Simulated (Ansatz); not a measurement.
# Cl on W(110): change of the work function, part 2 of 2

How does Cl on the longbridge site change the work function of W(110) as the layer fills?

Ansatz 0.2.0; plane-wave DFT, PBE, Ansatz PAW.

So far, work function, upper face (eV): step 2 (the clean slab) 4.84; step 3 (17 atoms, coverage 0.25 ML, cell 2x2) 4.34; step 4 (18 atoms, coverage 0.5 ML, cell 2x2) 4.26; step 5 (5 atoms, coverage 1 ML, cell 1x1) 4.54.

### 6. Work function against coverage

This step: plane-wave DFT, PBE, Ansatz PAW; work function against coverage (Ansatz 0.2.0).

The runs are now put side by side.

This step gave:

| Item | Value |
| --- | --- |
| work function of the clean face | 4.845 eV |
| largest change of the work function | -0.5848 eV |

Work function of the covered face against coverage:

```
coverage (adsorbates/nm²)  work function of the covered face (eV)
                     0.00                                    4.84
                     3.54                                    4.34
                     7.08                                    4.26
                    14.16                                    4.54
```

The dipole per adsorbate comes from the change of the cell's dipole. Coverage, by row:

```csv
coverage (1/nm²),coverage (ML),work function (eV),change (eV),"dipole per adsorbate, positive end outwards (debye)",mean height of the added atoms over the highest substrate atom (Å)
3.541,0.25,4.341,-0.5034,0.372,1.952
7.081,0.5,4.26,-0.5848,0.224,2.021
14.16,1,4.538,-0.3065,0.054,1.994
```

### 7. The covered slab, atoms frozen

This step: plane-wave DFT, PBE, Ansatz PAW (Ansatz 0.2.0).

System of this step: W16Cl (Cl/W(110)). The cell holds 17 atoms: 16 W and 1 Cl. Cell: a = 5.473 Å, b = 5.473 Å, c = 26.977 Å, α = 90.0°, β = 90.0°, γ = 70.5°. Vacuum lies along c.

To see where the charge goes, the covered slab, the bare substrate and the adsorbate layer are each run at the same frozen positions and on the same grid.

File input.yaml:

```yaml
crystal:
  lattice:
    - [4.468914857, -3.16, 0.0]
    - [4.468914857, 3.16, 0.0]
    - [0.0, 0.0, 26.9765884158]
  atoms:
    - { symbol: W, position: [0.0, 0.0, 0.3336226161] }
    - { symbol: W, position: [0.25, 0.25, 0.4164521197] }
    - { symbol: W, position: [0.0, 0.0, 0.5002025148] }
    - { symbol: W, position: [0.2545261438, 0.2545261438, 0.5823608734] }
    - { symbol: W, position: [0.0, 0.5, 0.3336226161] }
    - { symbol: W, position: [0.25, 0.75, 0.4164521197] }
    - { symbol: W, position: [0.0, 0.5, 0.501253374] }
    - { symbol: W, position: [0.2541556685, 0.7458443315, 0.5820436494] }
    - { symbol: W, position: [0.5, 0.0, 0.3336226161] }
    - { symbol: W, position: [0.75, 0.25, 0.4164521197] }
    - { symbol: W, position: [0.5, 0.0, 0.501253374] }
    - { symbol: W, position: [0.7458443315, 0.2541556685, 0.5820436494] }
    - { symbol: W, position: [0.5, 0.5, 0.3336226161] }
    - { symbol: W, position: [0.75, 0.75, 0.4164521197] }
    - { symbol: W, position: [0.5, 0.5, 0.4992523659] }
    - { symbol: W, position: [0.7454738562, 0.7454738562, 0.5823608734] }
    - { symbol: Cl, position: [0.0, 0.0, 0.6547167707] }
kpoints:
  mp_grid: { grid: [6, 6, 1] }
hamiltonian:
  xc: pbe
scf:
  occupations: { method: fermi_dirac, width: 0.1 }
  convergence: { dr2_threshold: 1.0e-08 }
efield:
  axis: 3
  dipole_correction: true
  ramp_position: 0.97
  ramp_width: 0.06
output:
  write_potential: true
  write_density: true
  volumetric_format: npy
```

Started as:

```console
$ ansatz run input.yaml --threads 4 --pin off --max-ram 6144MiB --backend cpu --events-out ev --progress --plain --runs-dir out
```

It took 67 s on 4 threads of Arm Neoverse V1, shared host; peak memory 2.7 GiB; 4.4 min of CPU time.

Numbers from this step:

```yaml
energy_at_zero_smearing: -167227.4289 eV
work_function_upper_face: 4.341 eV
work_function_lower_face: 4.892 eV
dipole_along_the_normal: 0.08603 e·Å
step_between_the_vacuum_levels: -0.5512 eV
```

The work function of the upper face is 4.34 eV.

### 8. The substrate alone

System of this step: Cl/W(110), substrate alone, atoms held. The cell holds 16 atoms: 16 W. Its edges and angles: a = 5.473 Å, b = 5.473 Å, c = 26.977 Å, α = 90.0°, β = 90.0°, γ = 70.5°. Vacuum lies along c.

The second part, atoms unmoved.

input.yaml: that of step 7 with these lines changed.

```diff
@@ -22,3 +22,2 @@
     - { symbol: W, position: [0.7454738562, 0.7454738562, 0.5823608734] }
-    - { symbol: Cl, position: [0.0, 0.0, 0.6547167707] }
 kpoints:
```

The job ended after 68 s (4 threads; peak memory 2.7 GiB; 4.4 min of CPU time).

Numbers from this step:

```
energy at zero smearing        : -166145.6145 eV
work function, upper face      : 4.860 eV
work function, lower face      : 4.898 eV
dipole along the normal        : 0.005868 e·Å
step between the vacuum levels : -0.03759 eV
```

The work function of the upper face is 4.86 eV.

### 9. The adsorbate layer alone

System of this step: Cl/W(110), adsorbate layer alone, atoms held. The cell holds 1 atom: 1 Cl. Cell: a = 5.473 Å, b = 5.473 Å, c = 26.977 Å, α = 90.0°, β = 90.0°, γ = 70.5°. Vacuum lies along c.

The third part; a free layer of atoms may carry a moment, so spin is on.

input.yaml, the sections that differ from step 8:

```yaml
crystal:
  lattice:
    - [4.468914857, -3.16, 0.0]
    - [4.468914857, 3.16, 0.0]
    - [0.0, 0.0, 26.9765884158]
  atoms:
    - { symbol: Cl, position: [0.0, 0.0, 0.6547167707], spin: 1.0 }
magnetization:
  spin_polarized: true
# kpoints, hamiltonian, scf, efield, output: as in step 8
```

It took 10 s on 4 threads; peak memory 0.81 GiB.

Read from the output:

- energy at zero smearing: -1078.0103 eV
- total moment: 0.9995 μB
- site moments: 0.9963 μB
- work function, upper face: 8.057 eV
- dipole along the normal: 2.12e-6 e·Å

Site moment by atom:

```csv
atom,site moment (μB)
Cl1,0.996
```

The free layer carries a moment of 1.0 μB a cell.

### 10. Density difference

This step: plane-wave DFT, PBE, Ansatz PAW; density difference on adsorption (Ansatz 0.2.0).

The densities of the parts are taken from that of the whole and averaged over planes; the first moment of what is left gives the step in the potential.

This step gave:

```yaml
largest_charge_moved: 0.002213 e/Å²
potential_step_from_the_moved_charge: -0.5134 eV
```

The electron density difference oscillates, so the rows of the table below give means over 1 Å (shorter at the two ends). Its distinct maxima (Å: e/Å³): 14.9: 0.00133, 15.7: 0.00472, 17.0: 0.00414. Distinct minima: 11.2: -2.5e-4, 15.3: -6.4e-4, 16.3: -0.00797, 18.5: -0.00124.

Planar mean, whole system less its parts. Table of electron density difference by z; means over each step:

| z (Å) | electron density difference (e/Å³) |
| --- | --- |
| 4 | 2.0e-7 |
| 5 | 1.1e-6 |
| 6 | 3.9e-6 |
| 7 | -3.4e-7 |
| 8 | 2.4e-5 |
| 9 | -1.0e-4 |
| 10 | 1.4e-4 |
| 11 | -1.4e-4 |
| 12 | 9.6e-5 |
| 13 | 9.3e-5 |
| 14 | 8.2e-5 |
| 15 | 6.3e-4 |
| 16 | -0.00188 |
| 17 | 0.00195 |
| 18 | 4.0e-5 |
| 19 | -8.2e-4 |
| 20 | -1.1e-4 |
| 21 | -6.2e-6 |
| 22 | -2.9e-7 |

Planar mean, whole system less its parts. The electrons moved below z by z:

```
z (Å)  electrons moved below z (e/Å²)
  4.0                          9.9e-8
  4.5                          2.6e-7
  5.0                          6.5e-7
  5.5                          1.5e-6
  6.0                          3.2e-6
  6.5                          5.6e-6
  7.0                          7.2e-6
  7.5                          4.2e-6
  8.0                          3.7e-6
  8.5                          3.3e-5
  9.0                         -3.0e-5
  9.5                         -7.1e-5
 10.0                          3.7e-5
 10.5                          5.7e-5
 11.0                         -9.5e-7
 11.5                         -7.8e-5
 12.0                         -5.2e-6
 12.5                          2.0e-5
 13.0                          5.2e-5
 13.5                          1.3e-4
 14.0                          1.6e-4
 14.5                          2.2e-4
 15.0                          7.4e-4
 15.5                          9.3e-4
 16.0                         0.00182
 16.5                        -0.00138
 17.0                         -5.3e-4
 17.5                         0.00107
 18.0                         0.00123
 18.5                          8.5e-4
 19.0                          3.2e-4
 19.5                          9.1e-5
 20.0                          2.3e-5
 20.5                          5.2e-6
 21.0                          1.1e-6
 21.5                          2.4e-7
 22.0                          5.3e-8
```

### 11. Varying the input

This step: plane-wave DFT, PBE, Ansatz PAW (Ansatz 0.2.0).

System of this step: W4Cl (Cl/W(110)). The cell holds 5 atoms: 4 W and 1 Cl. Cell: a = 2.737 Å, b = 2.737 Å, c = 26.977 Å, α = 90.0°, β = 90.0°, γ = 70.5°. Vacuum lies along c.

An input spoilt on purpose, to show how the run answers: it repeats the earlier run at 1 ML with efield.axis from 3 to 1, and scf.max_iter set to 80.

File input.yaml:

```yaml
crystal:
  lattice:
    - [2.2344574285, -1.58, 0.0]
    - [2.2344574285, 1.58, 0.0]
    - [0.0, 0.0, 26.9765884158]
  atoms:
    - { symbol: W, position: [0.0, 0.0, 0.3336226161] }
    - { symbol: W, position: [0.5, 0.5, 0.4164521197] }
    - { symbol: W, position: [0.0, 0.0, 0.5006857237] }
    - { symbol: W, position: [0.5, 0.5, 0.5819476258] }
    - { symbol: Cl, position: [0.0, 0.0, 0.6663773839] }
kpoints:
  mp_grid: { grid: [12, 12, 1] }
hamiltonian:
  xc: pbe
scf:
  occupations: { method: fermi_dirac, width: 0.1 }
  convergence: { dr2_threshold: 1.0e-08 }
  max_iter: 80
efield:
  axis: 1
  dipole_correction: true
  ramp_position: 0.97
  ramp_width: 0.06
relax:
  f_tol: 0.02
  max_steps: 60
  constraints: [{ sites: [0, 1] }]
output:
  bader: true
  write_potential: true
  write_density: true
  volumetric_format: npy
```

Wall time 0.25 s (4 threads); peak memory 0.4 GiB; 0.57 s of CPU time.

The program refused the input before any cycle.

The program's message: “Error: efield: ion 0 (W) at fractional coordinate 0.0000 along the field axis lies inside the sawtooth ramp with 2 of the planes that the density is read on at each end, [0.8700, 0.1300] — the ramp mu …”

The fault put into the input: the field along an axis without vacuum.

### 12. The same run with other settings: efield.ramp_width = 0.15 and efield.amplitude = -0.3

System of this step: W(110). The cell holds 4 atoms: 4 W. Cell: a = 2.737 Å, b = 2.737 Å, c = 24.703 Å, α = 90.0°, β = 90.0°, γ = 70.5°. Vacuum lies along c.

Another changed input: it repeats the earlier run at 0 ML with efield.ramp_width from 0.06 to 0.15 and efield.amplitude to -0.3.

File input.yaml:

```yaml
crystal:
  lattice:
    - [2.2344574285, -1.58, 0.0]
    - [2.2344574285, 1.58, 0.0]
    - [0.0, 0.0, 24.7033722856]
  atoms:
    - { symbol: W, position: [0.0, 0.0, 0.3643227287] }
    - { symbol: W, position: [0.5, 0.5, 0.4547742429] }
    - { symbol: W, position: [0.0, 0.0, 0.5452257571] }
    - { symbol: W, position: [0.5, 0.5, 0.6356772713] }
kpoints:
  mp_grid: { grid: [12, 12, 1] }
hamiltonian:
  xc: pbe
scf:
  occupations: { method: fermi_dirac, width: 0.1 }
  convergence: { dr2_threshold: 1.0e-08 }
efield:
  axis: 3
  dipole_correction: true
  ramp_position: 0.97
  ramp_width: 0.15
  amplitude: -0.3
relax:
  f_tol: 0.02
  max_steps: 60
  constraints: [{ sites: [0, 1] }]
output:
  write_potential: true
  write_density: true
  volumetric_format: npy
```

Run time: 31 s. Hardware: 4 threads; peak memory 0.54 GiB.

Relaxation path:

```csv
step,energy less that of the first step (eV),largest force component (eV/Å)
1,0.0000,0.6392
2,0.0414,1.3255
3,-0.0121,0.0822
4,-0.0124,0.0134
```

Relaxation step 2 was tried and not accepted.

Forces are held to the 4 operations that the program found; a distortion that breaks them can't arise in this run.

The atoms that moved most (Å):

| atom | dx | dy | dz | length |
| --- | --- | --- | --- | --- |
| W3 | 0.000 | 0.000 | 0.038 | 0.038 |

The relaxed structure:

```xyz
4
Lattice="2.2345 -1.5800 0.0000 2.2345 1.5800 0.0000 0.0000 0.0000 24.7034" Properties=species:S:1:pos:R:3
W     0.0000    0.0000    9.0000
W     2.2345    0.0000   11.2345
W     0.0000    0.0000   13.5069
W     2.2345    0.0000   15.7011
```

Read from the output:

| Item | Value |
| --- | --- |
| energy at zero smearing | -41536.4349 eV |
| dipole along the normal | -0.1231 e·Å |

```csv
quantity,this run,earlier run,difference
dipole along the normal (e·Å),-0.1231,0.002118,-0.13
```

The applied field differs between the two, so the dipoles differ in any case.

### 13. What came out

```
work function of the clean face                                                           : 4.84 eV
work function at 0.25 ML                                                                  : 4.34 eV
work function at 0.5 ML                                                                   : 4.26 eV
work function at 1 ML                                                                     : 4.54 eV
dipole per adsorbate at 0.25 ML, positive end outwards                                    : 0.37 D
step of the potential from the moved charge at 0.25 ML, upper less lower side, atoms held : -0.513 eV
```

In words: Cl lowers the work function of W(110) at the lowest coverage, by 0.50 eV: the adsorbate layer has its positive end outwards. The dipole per adsorbate falls from 0.37 to 0.05 D as the layer fills. Neighbouring dipoles depolarise each other, and heights and bonding change with coverage too. The work function passes a minimum near 0.5 ML among the coverages run and rises again. An electronegative adsorbate that lowers the work function shows that charge transfer alone doesn't fix the sign: the pushed-back electron tail of the metal and the adsorbate's own polarisation count too. At the highest coverage the adsorbates are pressed to about 2.7 Å, closer than unbonded atoms of this kind usually come, so a real layer may not reach it. The slab has 4 layers, at the tabulated experimental lattice constant, one starting site was run, and quantum-size effects of a slab this thin can reach one or two tenths of an eV.

[Long decimals in the printed logs are rounded to 6 places.]

[Logs are printed without paths, hosts, clocks, repeated set-up lines and the standing remarks that a program may print on its own settings, such as how far it seeks lower states.]

[Hosts, paths, dates, database ids (printed as entryN), source tags and the programs' standing remarks are cut or masked in the printed files.]

[Maps of the electrostatic potential energy from Ansatz leave out the sawtooth potential of an applied field or a dipole correction, so their vacuum need not be flat; planar profiles and work functions include it.]
